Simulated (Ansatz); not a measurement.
# CuBiPbS3 (Aikinite): a many-body input that goes wrong, and its mend

A first try at the G0W0 gap of CuBiPbS3 (Aikinite), what the program said, and an input that works.

Calculated with Ansatz 0.2.0; G0W0 on LDA, plane waves, PAW.

In doubt: one-shot GW on d or f shells is unsure, so the values of those runs are not to be relied on.

## 1. The structure

It takes space group Pnma (No. 62, orthorhombic). The conventional cell has a = 11.638 Å, b = 4.039 Å, c = 11.319 Å, α = 90.00°, β = 90.00°, γ = 90.00°. Nearest to Cu lie 4 S at 2.31 to 2.40 Å. Bi has 6 S at 2.66 to 3.16 Å nearest. Nearest to Pb lie 7 S at 2.89 to 3.26 Å and 2 Cu at 3.29 Å. S has 2 Cu at 2.35 Å and 1 Bi at 2.66 Å and 2 Pb at 2.99 Å nearest. Nearest to S lie 1 Cu at 2.31 Å and 3 Pb at 2.89 to 2.99 Å and 2 Bi at 2.95 Å. S has 1 Cu at 2.40 Å and 3 Bi at 2.76 to 3.16 Å and 2 Pb at 3.26 Å nearest. Farther neighbours and most contacts between anions are not listed.

The cell and positions come from the Crystallography Open Database and are kept as given unless a step says otherwise. Spin-orbit coupling is left out unless a step names it. The default PAW set here is soft_2. Its files were made with PBE.

## 2. First try

The input, input.yaml:

```yaml
crystal:
  lattice:
    - [11.638, 0.0, 0.0]
    - [0.0, 4.039, 0.0]
    - [0.0, 0.0, 11.319]
  atoms:
    - { symbol: Cu, position: [0.2338, 0.25, 0.2085] }
    - { symbol: Cu, position: [0.2662, 0.75, 0.7085] }
    - { symbol: Cu, position: [0.7338, 0.25, 0.2915] }
    - { symbol: Cu, position: [0.7662, 0.75, 0.7915] }
    - { symbol: Bi, position: [0.0189, 0.25, 0.6827] }
    - { symbol: Bi, position: [0.4811, 0.75, 0.1827] }
    - { symbol: Bi, position: [0.5189, 0.25, 0.8173] }
    - { symbol: Bi, position: [0.9811, 0.75, 0.3173] }
    - { symbol: Pb, position: [0.8329, 0.25, 0.0105] }
    - { symbol: Pb, position: [0.6671, 0.75, 0.5105] }
    - { symbol: Pb, position: [0.3329, 0.25, 0.4895] }
    - { symbol: Pb, position: [0.1671, 0.75, 0.9895] }
    - { symbol: S, position: [0.716, 0.25, 0.6986] }
    - { symbol: S, position: [0.784, 0.75, 0.1986] }
    - { symbol: S, position: [0.216, 0.25, 0.8014] }
    - { symbol: S, position: [0.284, 0.75, 0.3014] }
    - { symbol: S, position: [0.0467, 0.25, 0.14] }
    - { symbol: S, position: [0.4533, 0.75, 0.64] }
    - { symbol: S, position: [0.5467, 0.25, 0.36] }
    - { symbol: S, position: [0.9533, 0.75, 0.86] }
    - { symbol: S, position: [0.3775, 0.25, 0.0559] }
    - { symbol: S, position: [0.1225, 0.75, 0.5559] }
    - { symbol: S, position: [0.8775, 0.25, 0.4441] }
    - { symbol: S, position: [0.6225, 0.75, 0.9441] }
kpoints:
  mp_grid: { grid: [2, 4, 2] }
hamiltonian:
  xc: lda
scf:
  occupations: { method: fixed }
gw:
  n_empty_bands: 561
  ecut_chi: 10
  qp_bands: [v2, c2]
  qp_kpoints: band_edges
  screening: { model: contour_deformation }
```

Run with:

```sh
$ ansatz run input.yaml --threads 32 --pin off --max-ram 129024MiB --backend cuda --events-out ev --progress --plain --runs-dir out --devices 1 --max-vram 157GiB  # rebuilt from the run's record
```

Numbers of over 12 decimals in the logs are rounded to 6 here.

Output:

```text
GPUs: using 1 of 1 available (devices: 1).
Engine: ansatz 0.2.0, aarch64-unknown-linux-gnu
Pseudopotentials: kind: paw
Pseudopotential: Cu, paw, valence charge 19, recommended cutoff 420 eV (normal), Cu.paw.azcp
Pseudopotential: Bi, paw, valence charge 15, recommended cutoff 420 eV (normal), Bi.paw.azcp
Pseudopotential: Pb, paw, valence charge 14, recommended cutoff 420 eV (normal), Pb.paw.azcp
Pseudopotential: S, paw, valence charge 6, recommended cutoff 420 eV (normal), S.paw.azcp
Functional definition: SPW92
  exchange = slater_x
  correlation = pw_c
[...]
Crystal: 24 atoms, lattice volume = 532.060 Å³
Basis set: ecut = 420 eV, 10407 PW (Γ)
Bands: 159, of which v1, the nominal top of the filled ones, is band 132 counted from 1 (131 counted from 0)
Symmetry: 8 space group operations
Space group: Pnma (ITA 62), of the structure as read, at distance tolerance 8.1e-5 Å
k-points: 12 of 16
Non-local potential: Cu, projectors of the file, l = 0: 3, l = 1: 2, l = 2: 3, l = 3: 1
Non-local potential: Bi, projectors of the file, l = 0: 2, l = 1: 2, l = 2: 2, l = 3: 2
Non-local potential: Pb, projectors of the file, l = 0: 2, l = 1: 2, l = 2: 2, l = 3: 2
Non-local potential: S, projectors of the file, l = 0: 2, l = 1: 2, l = 2: 2
PAW form: soft (Blöchl's): semilocal exchange-correlation on the pseudo side does not see the compensation charge
PAW frozen core: Cu, regenerated for the run's functional, and the local potential with it (the file was generated under x = pbe(κ = 0.804, μ = 0.219515), c = pbe(β = 0.066725))
PAW frozen core: Bi, regenerated for the run's functional, and the local potential with it (the file was generated under x = pbe(κ = 0.804, μ = 0.219515), c = pbe(β = 0.066725))
PAW frozen core: Pb, regenerated for the run's functional, and the local potential with it (the file was generated under x = pbe(κ = 0.804, μ = 0.219515), c = pbe(β = 0.066725))
PAW frozen core: S, regenerated for the run's functional, and the local potential with it (the file was generated under x = pbe(κ = 0.804, μ = 0.219515), c = pbe(β = 0.066725))
PAW one-centre angular grid: Cu, 590 points (default); XC on 64 Gauss nodes
PAW one-centre angular grid: Bi, 590 points (default); XC on 64 Gauss nodes
PAW one-centre angular grid: Pb, 590 points (default); XC on 64 Gauss nodes
[...]
Initial density: superposition of atomic densities (neutral atoms: chi_scale 0, normalization atom), corrected by the library's trained network
Initial wavefunctions: pseudopotential atomic-orbital guess
[...]
Functional: x = slater, c = lda
SCF iter   1: F=—  HF=-131419.219345 eV  |F-HF|=—  |Δ(HF+E_count)|=         —  Δρ=8.74e-3  dr2=3.69e-1  ethr=1.77e-3  ⟨swp⟩=4.9  Hψ=6121  notcnv=0  defer=277
preconditioner: auto → Resta (q_TF=auto, 2.428 Å⁻¹)  ε∞=4.5  [insulator: Δε(μ)=0.515 eV  Ē_g=13.130 eV  n_scr=134 (ndim 8)  ℏωp=24.5 eV  f_vac=0.016  ε∞_Penn≈4.5]
SCF iter   2: F=—  HF=-131419.168631 eV  |F-HF|=—  |Δ(HF+E_count)|=   5.07e-2  Δρ=7.02e-3  dr2=2.18e-1  ethr=1.40e-4  ⟨swp⟩=2.0  Hψ=3764  notcnv=0  defer=292
SCF iter   3: F=—  HF=-131419.136422 eV  |F-HF|=—  |Δ(HF+E_count)|=   3.22e-2  Δρ=4.88e-3  dr2=7.64e-2  ethr=8.25e-5  ⟨swp⟩=2.0  Hψ=3258  notcnv=0  defer=292
SCF iter   4: F=—  HF=-131419.122911 eV  |F-HF|=—  |Δ(HF+E_count)|=   1.35e-2  Δρ=2.23e-3  dr2=1.68e-2  ethr=2.89e-5  ⟨swp⟩=2.0  Hψ=2313  notcnv=0  defer=296
SCF iter   5: F=—  HF=-131419.119336 eV  |F-HF|=—  |Δ(HF+E_count)|=   3.57e-3  Δρ=5.79e-4  dr2=1.16e-3  ethr=6.37e-6  ⟨swp⟩=2.0  Hψ=2134  notcnv=0  defer=296
SCF iter   6: F=—  HF=-131419.119090 eV  |F-HF|=—  |Δ(HF+E_count)|=   2.46e-4  Δρ=5.43e-5  dr2=1.98e-5  ethr=4.39e-7  ⟨swp⟩=2.0  Hψ=2285  notcnv=0  defer=236
SCF iter   7: F=—  HF=-131419.119090 eV  |F-HF|=—  |Δ(HF+E_count)|=   4.92e-8  Δρ=2.80e-5  dr2=4.03e-6  ethr=7.51e-9  ⟨swp⟩=2.0  Hψ=2511  notcnv=0  defer=236
SCF iter   8: F=—  HF=-131419.119090 eV  |F-HF|=—  |Δ(HF+E_count)|=   1.33e-7  Δρ=4.31e-6  dr2=1.79e-7  ethr=1.53e-9  ⟨swp⟩=2.0  Hψ=2173  notcnv=0  defer=236
SCF iter   9: F=-131419.119090 eV  HF=-131419.119090 eV  |F-HF|=7.48e-8  |Δ(HF+E_count)|=   4.44e-8  Δρ=4.46e-6  dr2=9.41e-8  ethr=3.79e-11  ⟨swp⟩=11.5  Hψ=8638  notcnv=0
SCF 1 converged in 9 iterations: F = -131419.119090 eV  dr2 = 9.41e-8
[...]
NSCF: frozen V_eff on 12 k-points
[...]
NSCF: frozen V_eff on 12 k-points
G₀W₀ screening: q 1/12
[... further progress lines ...]
SCF converged after 9 iterations
Free energy (F): -131419.119090 eV
Harris-Foulkes:  -131419.119090 eV  (|F-HF|=7.48e-8)
Internal energy: -131419.119090 eV  (E = F + TS)
E sigma→0 (E₀):  -131419.119090 eV
Fermi energy:    9.023047 eV
--- Per-component energies (eV) ---
  E_band       = -2491.971639
  E_kinetic    = 4841.527404
  E_local      = -36015.288328  (includes V_loc(G=0)·N_el)
  E_nonlocal   = 5641.625254
  E_hartree    = 15037.107886
  E_xc         = -2990.180059
  E_vxc        = -2626.855688  (∫ρ·V_xc dr)
  E_paw        = -95034.982638  (= ΣΔE_a)
  E_vpaw       = -4407.255516  (= ΣTr[D̂ρ^β])
  E_aug_tail   = -0.001071  (compensation charges beyond the density's cutoff)
  E_ewald      = -22902.234155
  E_core_change = 3.306617  (= ΣΔE_core)
  E_smearing   = -0.000000  (= −TS)
  E_closure    = -0.000000  (closes the sum)
  Σ components = -131419.119090   (vs F -131419.119090, Δ=0.00e0)
--- Band table (eV; the first three rows and the last of 12) ---
[... rows of the band table ...]
--- G₀W₀: contour deformation, 8 samples at zero and on the imaginary axis and 1 off it, 16 q-points, 561 empty bands' worth ---
  eigenvalues of the whole cell's RPA ε∞ on this k-mesh (on a slab, of 1 + 4πα/V) = 17.9028, 18.7460, 19.3737; static W/v taken at q = 0 is 0.053141
  bands read: the sum over 693 bands ends inside a degenerate multiplet in 10 slots, whose members it reads at an even weight; the widest, k=10: bands 693 to 696 (counted from 1) at 1/4 each
  gw.qp_kpoints: band_edges: 11 of 12 stored k-points solved, in 2 passes; an edge of the gap read off the rows below is read off those points alone
    valence top: of the k-points left out ik 10 came nearest to being solved in a further pass, in band 132 (counted from 1, as in the quasiparticle table): it holds the edge there only if its correction is more favourable than any solved in that band by at least 0.511 eV; those differ by 0.453 eV
    conduction bottom: of the k-points left out ik 10 came nearest to being solved in a further pass, in band 134 (counted from 1, as in the quasiparticle table): it holds the edge there only if its correction is more favourable than any solved in that band by at least 0.679 eV; those differ by 0.574 eV
  `?` marks the rows in doubt; gw_qp.tsv's column doubts and the gw_qp event give each row's grounds
    ik  band        ε_KS         Σx   Σc(E_QP)       V_xc       Z   E_QP_lin       E_QP  E_QP is
     0   131      8.8182   -27.2123     2.8443   -23.6583  0.7755     8.0953     8.1084  root
     0   132      8.8243   -27.9216     3.1473   -24.0261  0.7726     8.0625     8.0760  root
     0   133      9.8570   -10.3726    -2.7691   -14.0490  0.8047    10.7760    10.7642  root
     0   134      9.9571   -14.3186    -2.1939   -16.9366  0.7990    10.3847    10.3813  root
     1   131      9.0230   -28.0931     3.0813   -24.2777  0.7772     8.2775     8.2889  root
     1   132      9.0230   -28.0931     3.0813   -24.2777  0.7772     8.2775     8.2889  root
     1   133      9.7092   -10.6117    -2.5805   -13.9893  0.8040    10.5138    10.5063  root
     1   134      9.7092   -10.6117    -2.5805   -13.9893  0.8040    10.5138    10.5063  root
     2   131      8.4743   -28.9390     3.4272   -24.6316  0.7673     7.5724     7.5941  root
     2   132      8.5812   -30.8076     3.6429   -26.1075  0.7656     7.4892     7.5240  root
     2   133      9.6183   -10.2362    -2.6882   -13.6845  0.8054    10.3851    10.3785  root
     2   134     10.3284   -11.2369    -2.7458   -14.9010  0.8014    11.2595    11.2467  root
     3   131      8.6104   -27.7984     3.2305   -23.8513  0.7721     7.8800     7.8937  root
     3   132      8.6104   -27.7984     3.2305   -23.8513  0.7721     7.8800     7.8937  root
[...]
9   131      8.5636   -27.4989     3.2365   -23.5805  0.7713     7.8516     7.8816  root ?
     9   132      8.5636   -27.4989     3.2365   -23.5805  0.7713     7.8516     7.8816  root ?
[...]
9   134     10.6168   -10.3565    -2.8646   -14.1252  0.7975    11.5343    11.5209  root
    11   131      8.2481   -30.6413     3.8142   -25.7443  0.7590     7.1215     7.1652  root
    11   132      8.2481   -30.6413     3.8142   -25.7443  0.7590     7.1215     7.1652  root
    11   133     10.5297   -10.4361    -2.9030   -14.1856  0.7985    11.3877    11.3762  root
    11   134     10.5297   -10.4361    -2.9030   -14.1856  0.7985    11.3877    11.3762  root
```

Elapsed: 38 s, on 1 × NVIDIA GB200 with 32 threads of Arm Neoverse V2, shared host; peak memory 4.1 GiB.

**What went wrong?**

The run ended normally, though the input holds a fault or crude settings.

The fault: screening cutoff of a few eV. Such a cutoff keeps only a few plane waves in the dielectric matrix, so local fields and the Coulomb hole are lost.

It printed a gap of 2.09 eV, which is an artefact of the settings.

## 3. A better input

G0W0 replaces the xc potential by the self-energy, built once from these orbitals. Only a window of levels is corrected, while the sums run over the empty bands that the input names.

input.yaml, as its differences from that of step 2:

```diff
@@ -37,4 +37,4 @@
 gw:
-  n_empty_bands: 561
-  ecut_chi: 10
+  n_empty_bands: 647
+  ecut_chi: 66
   qp_bands: [v2, c2]
```

Output:

```text
GPUs: using 1 of 1 available (devices: 1).
[...]
device memory: the entry about to start is reckoned to put 16.3 GiB on a device that reports 182.5 GiB free (of which the cap on the GPU budget leaves the run 157.0 GiB)
GPU FFT provider: cuFFT
GPU libraries: cuBLAS 13.8.1, cuFFT 12.4.0, cuSOLVER 12.3.2
GPU matrix products: emulated (plane waves: as basis.precision tells), large ones in fixed point in workspaces of 1.00 GiB
Crystal: 24 atoms, lattice volume = 532.060 Å³
Basis set: ecut = 420 eV, 10407 PW (Γ)
Bands: 159, of which v1, the nominal top of the filled ones, is band 132 counted from 1 (131 counted from 0)
[... 1 set-up line as in the run before ...]
[...]
k-points: 12 of 16
[...]
GPU buffer pool allocated for 172800 grid points (all kernels)
GPU transforms: local potential and band sums: pruned to the plane-wave sphere, on 80×27×75
[...]
[... rows of the band table ...]
[...]
0   131      8.8182   -27.2123     3.5915   -23.6583  0.7071     8.8556     8.8556  root
     0   132      8.8243   -27.9216     3.9055   -24.0261  0.7012     8.8343     8.8343  root
     0   133      9.8570   -10.3726    -3.1184   -14.0490  0.7718    10.4235    10.4150  root
     0   134      9.9571   -14.3186    -2.1766   -16.9366  0.7558    10.4023    10.3986  root
     1   131      9.0230   -28.0931     3.8325   -24.2777  0.7064     9.0401     9.0401  root
     1   132      9.0230   -28.0931     3.8325   -24.2777  0.7064     9.0401     9.0401  root
     1   133      9.7092   -10.6117    -2.8782   -13.9893  0.7707    10.2144    10.2086  root
     1   134      9.7092   -10.6117    -2.8782   -13.9893  0.7707    10.2144    10.2086  root
[...]
11   131      8.2481   -30.6413     4.8545   -25.7443  0.6797     8.2056     8.2057  root
    11   132      8.2481   -30.6413     4.8545   -25.7443  0.6797     8.2056     8.2057  root
    11   133     10.5297   -10.4361    -3.2172   -14.1856  0.7634    11.0702    11.0621  root
    11   134     10.5297   -10.4361    -3.2172   -14.1856  0.7634    11.0702    11.0621  root
[key lines of the parts left out:]
SCF converged after 9 iterations
Free energy (F): -131419.119090 eV
Fermi energy:    9.023047 eV
```

Run time: 37 s. Hardware: 1 × NVIDIA GB200 with 32 threads; peak memory 4.5 GiB.

This step gave:

```yaml
bands_summed: 779
rpa_eps_infinity_on_this_mesh_eigenvalues: 16.71, 17.57, 17.96
plane_waves_in_the_screening_matrix: 649
q_points_in_the_mesh: 16
g0w0_gap_on_the_mesh: 1.073 eV
k_of_the_valence_top: 0, 0, -0.5
k_of_the_conduction_bottom: 0, 0.25, 0
starting_gap_on_the_mesh: 0.5953 eV
z_at_the_valence_top: 0.7064
z_at_the_conduction_bottom: 0.7732
least_direct_g0w0_gap_on_the_computed_points: 1.168 eV
```

The gap on the mesh goes from 0.60 eV to 1.07 eV, a correction of +0.48 eV. Between the two edge states, bare exchange in place of the xc potential would open the gap by 7.26 eV, and correlation takes back 6.79 eV.

## 4. Outcome

* first try: converged after 38 s
* better run: G0W0 gap on the mesh 1.07 eV (2×4×2 mesh, 647 empty bands, screening to 66 eV)

**Reading.** The second run differs in: empty bands and screening cutoff (eV). Bands and cutoff are finite, so the gap is not at the basis limit. The miss can reach some tenths of an eV and take either sign; the mesh is an error of its own. The 2×4×2 mesh is coarse for this cell (its supercell is 16 Å along the shortest edge). The RPA ε∞ on it, from the LDA start, is 16.71, 17.57 and 17.96; such meshes misread the long-range screening, most where the gap is narrow. Where an edge is built on 6p states of lead, bismuth or thallium, scalar-relativistic gaps usually stand too wide, by a few tenths to over one eV. A d shell, filled or nearly so, lies near the gap. One-shot GW converges very slowly in bands there, not always from below, and on a semilocal start the gap tends to come out low; starts rich in exact exchange can overshoot instead. The many-body steps are scalar-relativistic: spin-orbit coupling is not in them.

[Paths, hosts, dates, memory and timing lines, banners, echoed tables and standing remarks are left out of the program output.]

[Logs are printed without paths, hosts, clocks, repeated set-up lines and the standing remarks that a program may print on its own settings, such as how far it seeks lower states.]

[Runs of the session that timed out or met a known fault of the program may be left out.]

[Cells called generated may have been cut or substituted from an entry of the Crystallography Open Database or the Materials Project.]

[Hosts, paths, dates, database ids (printed as entryN), source tags and the programs' standing remarks are cut or masked in the printed files.]
